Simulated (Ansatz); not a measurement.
# PbO (model cell, started as layered BN type): a soft mode frozen in, part 2 of 2

Wanted: the energy along a soft mode of PbO (model cell, started as layered BN type) and the structure at the end.

Ansatz 0.2.0; DFT PBEsol, scalar-relativistic, plane waves, PAW; PAW set soft_1.

So far, highest frequency on the path or at a solved wavevector (cm⁻¹): step 2 (the dispersion) 356. Also lowest frequency on the path (cm⁻¹): step 2 -205.

The structure was built from a prototype and need not be the compound's stable phase.

### Step 5. Energy along the mode, all amplitudes (two of the runs are shown above)

An imaginary frequency means negative curvature, so the energy should fall and then rise again as anharmonic terms take over.

Numbers from this step:

```yaml
depth_at_the_lowest_point_sampled: 18.25 meV/atom
largest_atomic_shift_at_that_point: 0.32 Å
```

Table of energy from the parent by largest atomic shift:

```csv
largest atomic shift (Å),energy from the parent (meV/atom)
0.000,0
0.040,-0.439
0.080,-1.73
0.140,-5.04
0.220,-11.1
0.320,-18.3
0.450,-16.0
0.600,31.7
```

Displacement at unit largest shift by atom:

```csv
atom,x (Å),y (Å),z (Å),size
Pb1,0.00,0.00,0.01,0.01
Pb2,0.00,0.00,-0.05,0.05
Pb3,0.00,0.00,0.03,0.03
Pb4,0.00,0.00,-0.03,0.03
Pb5,0.00,0.00,0.05,0.05
Pb6,0.00,0.00,-0.01,0.01
O7,0.00,0.00,0.70,0.70
O8,0.00,0.00,-1.00,1.00
O9,0.00,0.00,0.30,0.30
O10,0.00,0.00,-0.30,0.30
O11,0.00,0.00,1.00,1.00
O12,0.00,0.00,-0.70,0.70
```

The lowest of the steps tried is at 0.32 Å, 18.3 meV/atom below the parent; the bottom of the well need not coincide with a step.

### Step 6. Relaxing from the distorted cell

Starting from the lowest point found, all atoms and the cell are let go, so that strain and other modes of the same symmetry can join in.

Contents of input.yaml:

```yaml
crystal:
  lattice:
    - [-4.2392552545, -2.9652e-06, 0.0]
    - [0.0, 0.0, -5.2432298645]
    - [-2.1196199234, -11.0139097133, 0.0]
  atoms:
    - { symbol: Pb, position: [0.7777777778, 0.7492781728, 0.4444444444] }
    - { symbol: Pb, position: [0.4444444444, 0.752792062, 0.1111111111] }
    - { symbol: Pb, position: [0.1111111111, 0.747929739, 0.7777777778] }
    - { symbol: Pb, position: [0.2222222222, 0.2520702567, 0.5555555556] }
    - { symbol: Pb, position: [0.8888888889, 0.2472079853, 0.2222222222] }
    - { symbol: Pb, position: [0.5555555556, 0.2507218331, 0.8888888889] }
    - { symbol: O, position: [0.2222222222, 0.707371498, 0.5555555556] }
    - { symbol: O, position: [0.8888888889, 0.811030234, 0.2222222222] }
    - { symbol: O, position: [0.5555555556, 0.7315967215, 0.8888888889] }
    - { symbol: O, position: [0.7777777778, 0.2684031532, 0.4444444444] }
    - { symbol: O, position: [0.4444444444, 0.1889689164, 0.1111111111] }
    - { symbol: O, position: [0.1111111111, 0.2926285979, 0.7777777778] }
kpoints:
  mp_grid: { grid: [6, 6, 6] }
hamiltonian:
  xc: pbesol
  pseudopotentials: { kind: paw, azcp: { folder: soft_1 }, xc_functional: pbe }
scf:
  occupations: { method: fixed }
output:
  forces: true
  stress: true
  eigenvalues: true
relax:
  adjacent_minimum: "off"
  f_tol: 0.002
  max_steps: 120
  cell: { stress_tol: 0.03 }
```

The run is started by

```sh
> ansatz run input.yaml --threads 4 --pin off --max-ram 10240MiB --backend cpu --events-out ev --progress --plain --runs-dir out
```

Numbers of over 12 decimals in the logs are rounded to 6 here.

The program printed:

```text
[...]
Crystal: 12 atoms, lattice volume = 244.810 Å³
Basis set: ecut = 420 eV, 4775 PW (Γ), exchange–correlation on 60×72×150 points (8 copies of the dense FFT grid, shifted against one another)
Bands: 72, of which v1, the nominal top of the filled ones, is band 60 counted from 1 (59 counted from 0)
Symmetry: 4 space group operations
[...]
k-points: 68 of 216
[...]
SCF iter   1: F=—  HF=-73904.816712 eV  |F-HF|=—  |Δ(HF+E_count)|=         —  Δρ=3.37e-2  dr2=4.29e0  ethr=3.10e-3  ⟨swp⟩=4.8  Hψ=16554  notcnv=0  defer=651
[...]
SCF iter  11: F=-73903.879300 eV  HF=-73903.879300 eV  |F-HF|=1.62e-8  |Δ(HF+E_count)|=   3.20e-7  Δρ=2.14e-6  dr2=1.12e-8  ethr=8.33e-11  ⟨swp⟩=13.7  Hψ=27356  notcnv=0
SCF 1 converged in 11 iterations: F = -73903.879300 eV  dr2 = 1.12e-8
[...]
relax step   1: F+E_penalty+E_count = -73903.87930042 eV  Δ(F+E_penalty+E_count) = +0.000e0 eV  max|allowed force component| = 2.733e-1 eV/Å  Δτ_max = 0.0000 Å  P = +0.380 GPa  Ω = 244.810 Å³  (11 SCF iters, dr2 threshold 1.00e-7 eV, accepted)
Crystal: 12 atoms, lattice volume = 252.378 Å³
Basis set: ecut = 420 eV, 4909 PW (Γ), exchange–correlation on 60×72×150 points (8 copies of the dense FFT grid, shifted against one another)
[...]
iter 1 solved again at ethr=9.44e-5 eV; its pass at ethr=3.10e-3 eV (dr2=1.13e-1 eV) is discarded
[...]
SCF iter   9: F=-73904.092685 eV  HF=-73904.092685 eV  |F-HF|=2.89e-7  |Δ(HF+E_count)|=   5.58e-7  Δρ=7.37e-6  dr2=2.17e-7  ethr=1.00e-9  ⟨swp⟩=18.2  Hψ=29182  notcnv=0
the search or the solves at the SCF's close seem to have found levels that the self-consistency loop had missed (the run counts 1). By its estimate they hold under 1e-12 electrons; where the run keeps them, the occupations were computed again with them
SCF 2 converged in 9 iterations: F = -73904.092685 eV  dr2 = 2.17e-7
[...]
relax step   2: F+E_penalty+E_count = -73904.09268479 eV  Δ(F+E_penalty+E_count) = -2.134e-1 eV  max|allowed force component| = 4.867e-1 eV/Å  Δτ_max = 0.1112 Å  P = -1.808 GPa  Ω = 252.378 Å³  energy of the carried Pulay correction = -9.319e-3 eV  (9 SCF iters, dr2 threshold 1.20e-6 eV, accepted)
Crystal: 12 atoms, lattice volume = 245.853 Å³
Basis set: ecut = 420 eV, 4819 PW (Γ), exchange–correlation on 60×72×150 points (8 copies of the dense FFT grid, shifted against one another)
[...]
SCF iter   9: F=-73904.474857 eV  HF=-73904.474857 eV  |F-HF|=6.00e-7  |Δ(HF+E_count)|=   3.72e-7  Δρ=1.17e-5  dr2=5.62e-7  ethr=1.00e-9  ⟨swp⟩=15.4  Hψ=32675  notcnv=0
SCF 3 converged in 9 iterations: F = -73904.474857 eV  dr2 = 5.62e-7
relax step   3: F+E_penalty+E_count = -73904.47485710 eV  Δ(F+E_penalty+E_count) = -3.822e-1 eV  max|allowed force component| = 3.770e-1 eV/Å  Δτ_max = 0.1923 Å  P = +0.800 GPa  Ω = 245.853 Å³  energy of the carried Pulay correction = -1.301e-3 eV  (9 SCF iters, dr2 threshold 1.20e-6 eV, accepted)
[... from here on, the SCF cycles and remarks between the steps are left out ...]
relax step   4: F+E_penalty+E_count = -73904.57508168 eV  Δ(F+E_penalty+E_count) = -1.002e-1 eV  max|allowed force component| = 5.981e-1 eV/Å  Δτ_max = 0.1951 Å  P = -0.469 GPa  Ω = 246.625 Å³  energy of the carried Pulay correction = -2.261e-3 eV  (9 SCF iters, dr2 threshold 1.20e-6 eV, accepted)
relax step   5: F+E_penalty+E_count = -73904.81827569 eV  Δ(F+E_penalty+E_count) = -2.432e-1 eV  max|allowed force component| = 1.490e-1 eV/Å  Δτ_max = 0.2000 Å  P = -0.426 GPa  Ω = 243.390 Å³  energy of the carried Pulay correction = +1.781e-3 eV  (9 SCF iters, dr2 threshold 1.20e-6 eV, accepted)
relax step   6: F+E_penalty+E_count = -73904.97248457 eV  Δ(F+E_penalty+E_count) = -1.542e-1 eV  max|allowed force component| = 7.187e-2 eV/Å  Δτ_max = 0.2000 Å  P = -0.110 GPa  Ω = 238.057 Å³  energy of the carried Pulay correction = +8.564e-3 eV  (9 SCF iters, dr2 threshold 1.20e-6 eV, accepted)
relax step   7: F+E_penalty+E_count = -73905.04298236 eV  Δ(F+E_penalty+E_count) = -7.050e-2 eV  max|allowed force component| = 2.945e-1 eV/Å  Δτ_max = 0.1696 Å  P = -0.564 GPa  Ω = 230.856 Å³  energy of the carried Pulay correction = +1.796e-2 eV  (9 SCF iters, dr2 threshold 1.20e-6 eV, accepted)
relax step   8: F+E_penalty+E_count = -73905.09484965 eV  Δ(F+E_penalty+E_count) = -5.187e-2 eV  max|allowed force component| = 6.899e-2 eV/Å  Δτ_max = 0.0907 Å  P = -0.016 GPa  Ω = 230.025 Å³  energy of the carried Pulay correction = +1.906e-2 eV  (8 SCF iters, dr2 threshold 1.20e-6 eV, accepted)
relax step   9: F+E_penalty+E_count = -73905.10697672 eV  Δ(F+E_penalty+E_count) = -1.213e-2 eV  max|allowed force component| = 3.407e-2 eV/Å  Δτ_max = 0.0772 Å  P = -0.175 GPa  Ω = 229.283 Å³  energy of the carried Pulay correction = +2.005e-2 eV  (9 SCF iters, dr2 threshold 2.97e-7 eV, accepted)
relax step  10: F+E_penalty+E_count = -73905.10239212 eV  Δ(F+E_penalty+E_count) = +4.585e-3 eV  max|allowed force component| = 1.003e-1 eV/Å  Δτ_max = 0.0401 Å  P = +0.596 GPa  Ω = 224.768 Å³  energy of the carried Pulay correction = +2.613e-2 eV  (9 SCF iters, dr2 threshold 2.22e-7 eV, rejected (line search))
relax step  11: F+E_penalty+E_count = -73905.11191194 eV  Δ(F+E_penalty+E_count) = -4.935e-3 eV  max|allowed force component| = 1.233e-2 eV/Å  Δτ_max = 0.0193 Å  P = +0.009 GPa  Ω = 227.877 Å³  energy of the carried Pulay correction = +2.193e-2 eV  (11 SCF iters, accepted)
relax step  12: F+E_penalty+E_count = -73905.11224374 eV  Δ(F+E_penalty+E_count) = -3.318e-4 eV  max|allowed force component| = 2.743e-3 eV/Å  Δτ_max = 0.0080 Å  P = +0.005 GPa  Ω = 227.723 Å³  energy of the carried Pulay correction = +2.214e-2 eV  (8 SCF iters, dr2 threshold 9.49e-9 eV, accepted)
relax step  13: F+E_penalty+E_count = -73905.11227007 eV  Δ(F+E_penalty+E_count) = -2.633e-5 eV  max|allowed force component| = 1.326e-3 eV/Å  Δτ_max = 0.0015 Å  P = -0.006 GPa  Ω = 227.708 Å³  energy of the carried Pulay correction = +2.216e-2 eV  (8 SCF iters, dr2 threshold 4.70e-10 eV, accepted)
relax step  14: F+E_penalty+E_count = -73905.16761961 eV  Δ(F+E_penalty+E_count) = -5.535e-2 eV  max|allowed force component| = 1.756e-3 eV/Å  Δτ_max = 0.0000 Å  P = +0.303 GPa  Ω = 227.708 Å³  stress off target by 6.01e-1 GPa  SCF on the basis re-selected at this cell (its energy is not comparable with the rows above)  (9 SCF iters)
relax step  15: F+E_penalty+E_count = -73905.17439848 eV  Δ(F+E_penalty+E_count) = -6.779e-3 eV  max|allowed force component| = 1.794e-2 eV/Å  Δτ_max = 0.0273 Å  P = +0.053 GPa  Ω = 228.206 Å³  energy of the carried Pulay correction = -6.382e-4 eV  (7 SCF iters, dr2 threshold 9.02e-7 eV, accepted)
relax step  16: F+E_penalty+E_count = -73905.17466860 eV  Δ(F+E_penalty+E_count) = -2.701e-4 eV  max|allowed force component| = 3.823e-3 eV/Å  Δτ_max = 0.0096 Å  P = +0.004 GPa  Ω = 228.361 Å³  energy of the carried Pulay correction = -8.326e-4 eV  (7 SCF iters, dr2 threshold 2.01e-8 eV, accepted)
relax step  17: F+E_penalty+E_count = -73905.17472966 eV  Δ(F+E_penalty+E_count) = -6.106e-5 eV  max|allowed force component| = 1.509e-3 eV/Å  Δτ_max = 0.0027 Å  P = -0.001 GPa  Ω = 228.334 Å³  energy of the carried Pulay correction = -7.915e-4 eV  (8 SCF iters, dr2 threshold 9.13e-10 eV, accepted)
relax step  18: F+E_penalty+E_count = -73905.17476768 eV  Δ(F+E_penalty+E_count) = -3.802e-5 eV  max|allowed force component| = 7.657e-3 eV/Å  Δτ_max = 0.0025 Å  P = +0.010 GPa  Ω = 228.295 Å³  energy of the carried Pulay correction = -7.358e-4 eV  (9 SCF iters, rejected (line search))
relax step  19: F+E_penalty+E_count = -73905.17475869 eV  Δ(F+E_penalty+E_count) = -2.903e-5 eV  max|allowed force component| = 5.734e-4 eV/Å  Δτ_max = 0.0012 Å  P = -0.001 GPa  Ω = 228.316 Å³  energy of the carried Pulay correction = -7.648e-4 eV  (9 SCF iters, accepted)
relax step  20: F+E_penalty+E_count = -73905.17642167 eV  Δ(F+E_penalty+E_count) = -1.663e-3 eV  max|allowed force component| = 5.637e-4 eV/Å  Δτ_max = 0.0000 Å  P = +0.012 GPa  Ω = 228.316 Å³  stress off target by 4.96e-2 GPa  SCF on the basis re-selected at this cell (its energy is not comparable with the rows above)  (7 SCF iters)
relax step  21: F+E_penalty+E_count = -73905.17674187 eV  Δ(F+E_penalty+E_count) = -3.202e-4 eV  max|allowed force component| = 3.027e-3 eV/Å  Δτ_max = 0.0080 Å  P = -0.005 GPa  Ω = 228.201 Å³  energy of the carried Pulay correction = +1.649e-4 eV  (8 SCF iters, dr2 threshold 6.15e-9 eV, accepted)
relax step  22: F+E_penalty+E_count = -73905.17677155 eV  Δ(F+E_penalty+E_count) = -2.968e-5 eV  max|allowed force component| = 1.890e-3 eV/Å  Δτ_max = 0.0007 Å  P = -0.000 GPa  Ω = 228.183 Å³  energy of the carried Pulay correction = +1.901e-4 eV  (7 SCF iters, dr2 threshold 5.73e-10 eV, accepted)
[...]
SCF iter   5: F=-73905.176629 eV  HF=-73905.176629 eV  |F-HF|=1.46e-11  |Δ(HF+E_count)|=  5.82e-11  Δρ=1.01e-7  dr2=1.12e-11  ethr=1.00e-12  ⟨swp⟩=14.3  Hψ=30689  notcnv=0
SCF 23 converged in 5 iterations: F = -73905.176629 eV  dr2 = 1.12e-11
relax step  23: F+E_penalty+E_count = -73905.17662884 eV  Δ(F+E_penalty+E_count) = +1.427e-4 eV  max|allowed force component| = 1.889e-3 eV/Å  Δτ_max = 0.0000 Å  P = -0.000 GPa  Ω = 228.183 Å³  stress off target by 1.17e-2 GPa  SCF on the basis re-selected at this cell (its energy is not comparable with the rows above)  (5 SCF iters)
basis re-selected at this cell: Δ(F+E_penalty+E_count) = +1.427e-4 eV, ΔP = +0.000 GPa vs the last step (what re-selecting the basis moved, of the pressure what is left beyond the Pulay correction that the steps carried, after the strain that the cell walked since its last selection, with what the two solves' SCF thresholds leave and, on support functions, any second-order correction that the steps lacked; it is no m [...]
SCF converged after 5 iterations
Free energy (F): -73905.176629 eV
[...]
Internal energy: -73905.176629 eV  (E = F + TS)
E sigma→0 (E₀):  -73905.176629 eV
Fermi energy:    8.812034 eV
[...]
--- Forces (eV/Å), atoms counted from 1 ---
  atom   1  Pb     0.00000000    -0.00010740    -0.00188856
  atom   2  Pb    -0.00000000     0.00013808    -0.00109079
  atom   3  Pb     0.00000000    -0.00136690    -0.00142456
  atom   4  Pb    -0.00000000     0.00136690     0.00142456
  atom   5  Pb     0.00000000    -0.00013808     0.00109079
  atom   6  Pb    -0.00000000     0.00010740     0.00188856
  atom   7  O      0.00000000    -0.00095900     0.00009250
  atom   8  O      0.00000000    -0.00019048     0.00008186
  atom   9  O      0.00000000    -0.00042405    -0.00023749
  atom  10  O     -0.00000000     0.00042405     0.00023749
  atom  11  O     -0.00000000     0.00019048    -0.00008186
  atom  12  O     -0.00000000     0.00095900    -0.00009250
  max |Σ_I F_I| component: 4.47e-19 eV/Å
--- Stress (GPa, compression-positive) ---
        0.010197       0.000000      -0.000000
        0.000000      -0.009877       0.004505
       -0.000000       0.004505      -0.000831
  P = ⅓ Tr σ = -0.0002 GPa (-0.002 kbar)
--- Band table (eV; the first three rows and the last of 68) ---
  k-point 0: bands = [... 56 lower, 7.7363, 7.9956, 8.1542, 8.4934, 11.3519, 11.4188, 12.6865, 13.0333, ... 8 higher]
  k-point 1: bands = [... 56 lower, 7.7312, 7.9196, 8.2477, 8.5271, 11.4254, 11.5183, 12.4891, 13.2597, ... 8 higher]
  k-point 2: bands = [... 56 lower, 7.7068, 7.8338, 8.3520, 8.6142, 11.5914, 11.8189, 12.3157, 13.2171, ... 8 higher]
  k-point 67: bands = [... 56 lower, 8.4036, 8.4406, 8.5042, 8.7301, 10.8255, 11.0793, 11.1423, 11.3732, ... 8 higher]
--- Relaxed structure (20 steps of the walk, 18 accepted, 3 SCFs on fresh bases) ---
  F+E_penalty+E_count = -73905.17662884 eV   max|allowed force component| = 1.889e-3 eV/Å   (the final SCF, on the basis selected at the relaxed cell)
  cell:  # Å, volume = 228.1828 Å³
    - [-4.603349, -3.219876920115943e-6, 3.072559076605771e-18]
    - [-1.2768991411125757e-7, 0.182554, -5.688875]
    - [-2.301668, -8.725606, 0.383472]
  atoms:
    - { symbol: Pb, position: [0.753676, 0.790088, 0.492648] }
    - { symbol: Pb, position: [0.419601, 0.749008, 0.160797] }
    - { symbol: Pb, position: [0.087186, 0.708465, 0.825628] }
    - { symbol: Pb, position: [0.246147, 0.291535, 0.507706] }
    - { symbol: Pb, position: [0.913732, 0.250992, 0.172536] }
    - { symbol: Pb, position: [0.579657, 0.209912, 0.840685] }
    - { symbol: O, position: [0.219631, 0.682356, 0.560738] }
    - { symbol: O, position: [0.880790, 0.877549, 0.238419] }
    - { symbol: O, position: [0.547504, 0.601145, 0.904992] }
    - { symbol: O, position: [0.785830, 0.398855, 0.428341] }
    - { symbol: O, position: [0.452543, 0.122451, 0.094914] }
    - { symbol: O, position: [0.113703, 0.317644, 0.772595] }
```

It took 9 min on 4 threads of Arm Neoverse V1, shared host; peak memory 1.2 GiB.

The steps of the relaxation (22 of 23):

```csv
step,energy less that of the first step (eV),largest force component (eV/Å),pressure (GPa),volume (Å³)
1,0.0000,0.2733,0.38,244.81
2,-0.2134,0.4867,-1.81,252.38
3,-0.5956,0.3770,0.80,245.85
4,-0.6958,0.5981,-0.47,246.63
5,-0.9390,0.1490,-0.43,243.39
6,-1.0932,0.0719,-0.11,238.06
7,-1.1637,0.2945,-0.56,230.86
8,-1.2155,0.0690,-0.02,230.03
9,-1.2277,0.0341,-0.17,229.28
10,-1.2231,0.1003,0.60,224.77
11,-1.2326,0.0123,0.01,227.88
13,-1.2330,0.0013,-0.01,227.71
14*,-1.2883,0.0018,0.30,227.71
15,-1.2951,0.0179,0.05,228.21
16,-1.2954,0.0038,0.00,228.36
17,-1.2954,0.0015,0.00,228.33
18,-1.2955,0.0077,0.01,228.30
19,-1.2955,0.0006,0.00,228.32
20*,-1.2971,0.0006,0.01,228.32
21,-1.2974,0.0030,-0.01,228.20
22,-1.2975,0.0019,0.00,228.18
23*,-1.2973,0.0019,0.00,228.18
```

Relaxation steps marked * repeat the geometry before them on a plane-wave basis chosen anew for their cell, so energy and pressure can jump there. Other such steps can lie between the rows shown. Relaxation steps 10, 18 were tried and not accepted.

Forces are held to the 4 operations that the run works with; a distortion that breaks them can't arise in this run.

```csv
cell as run,before,after,change
a (Å),4.239,4.603,+8.6 %
b (Å),5.243,5.692,+8.6 %
c (Å),11.216,9.032,-19.5 %
α (°),90.00,94.21,+4.7 %
β (°),79.11,75.24,-4.9 %
volume (Å³/atom),20.40,19.02,-6.8 %
```

The atoms that moved most (Å, as changes of fractional coordinates times the final cell):

```csv
atom,dx,dy,dz,length
O9,0.000,-0.164,0.748,0.766
O10,0.000,0.164,-0.748,0.766
Pb3,0.000,-0.425,0.243,0.489
Pb4,0.000,0.425,-0.243,0.489
Pb6,0.000,0.413,0.214,0.465
Pb1,0.000,-0.413,-0.214,0.465
Pb2,0.000,-0.434,0.041,0.436
Pb5,0.000,0.434,-0.041,0.436
```

Final coordinates:

```xyz
12
Lattice="-4.6033 0.0000 0.0000 0.0000 0.1826 -5.6889 -2.3017 -8.7256 0.3835" Properties=species:S:1:pos:R:3 pbc="T T T"
Pb   -4.6033   -4.1544   -4.3058
Pb   -2.3017   -1.2663   -4.1994
Pb   -2.3017   -7.0748   -3.7138
Pb   -2.3017   -4.3768   -1.4638
Pb   -4.6033   -1.4597   -1.3617
Pb   -4.6033   -7.2972   -0.8718
O    -2.3017   -4.7682   -3.6668
O    -4.6033   -1.9202   -4.9008
O    -4.6033   -7.7869   -3.0728
O    -4.6033   -3.6647   -2.1048
O    -2.3017   -0.8058   -0.6602
O    -2.3017   -6.6834   -1.5108
```

Numbers from this step:

```
pressure          : -1.70e-4 GPa
gap on the k-mesh : 1.704 eV
volume per atom   : 19.02 Å³
```

The distorted start has space group C2/m; the relaxation ends in C2/m.

### Step 7. The phases reached

The phases reached along the modes that were followed are set side by side.

Energies are those of the first relaxation, on the mesh of the frozen mode; space group, volume and gap are those of the last relaxation. Phases, by row:

```csv
mode frozen in,space group,energy from parent (meV/atom),volume (Å³/atom),gap on mesh (eV),lowest zone-centre optical mode (cm⁻¹),largest shift (Å)
parent,P6_3/mmc,0,20.4,1.197,–,–
"q = (0, 0, 0), 205i cm⁻¹",P-3m1,-127.2,22.04,1.392,70.3,0.759
"q = (0, 0.333, 0), 190i cm⁻¹",C2/m,-126.4,19.02,1.704,–,0.869
```

### Step 8. Results

| Item | Value |
| --- | --- |
| unstable mode of the parent | q = (0, 0.333, 0), 190i cm⁻¹ |
| depth at the lowest point sampled | 18.3 meV/atom |
| largest atomic shift at that point | 0.32 Å |
| space group reached (within 0.01 Å) | C2/m |
| energy gained over the parent (first relaxation, on the mesh of the frozen mode) | 126 meV/atom |
| volume per atom, phase reached | 19.0 Å³ |
| gap on the k-mesh, phase reached | 1.70 eV |

Along this mode the structure falls into C2/m, 126 meV/atom below the parent. At the parent's cell the well is 18.25 meV/atom deep on the steps tried, with its lowest point at a shift of 0.32 Å. Relaxing atoms and cell changes the gain by +108.11 meV/atom against the lowest step (energies at zero smearing). Most of the total comes from this relaxation. The modes of the phase reached were not computed on this path. Of the 2 patterns followed to their end from this parent, this one ends 0.890 meV/atom above the lowest, P-3m1. Another end point lies within 1 meV/atom; how such a difference moves with mesh and cutoff was not tested. Each path keeps the symmetry of its pattern, so a lower phase may lie along a pattern not tried. The program warns that the interpolation holds no quadrupole term, so branches close to Γ can be off in this crystal. Spin-orbit coupling is left out, which can matter for the heavy elements here. The PAW files were made for PBE and serve the other functionals too. The starting cell was built on a prototype and not taken from a measurement, so the phase need not exist.

[Logs are printed without paths, hosts, clocks, repeated set-up lines and the standing remarks that a program may print on its own settings, such as how far it seeks lower states.]

[Hosts, paths, dates, database ids (printed as entryN), source tags and the programs' standing remarks are cut or masked in the printed files.]
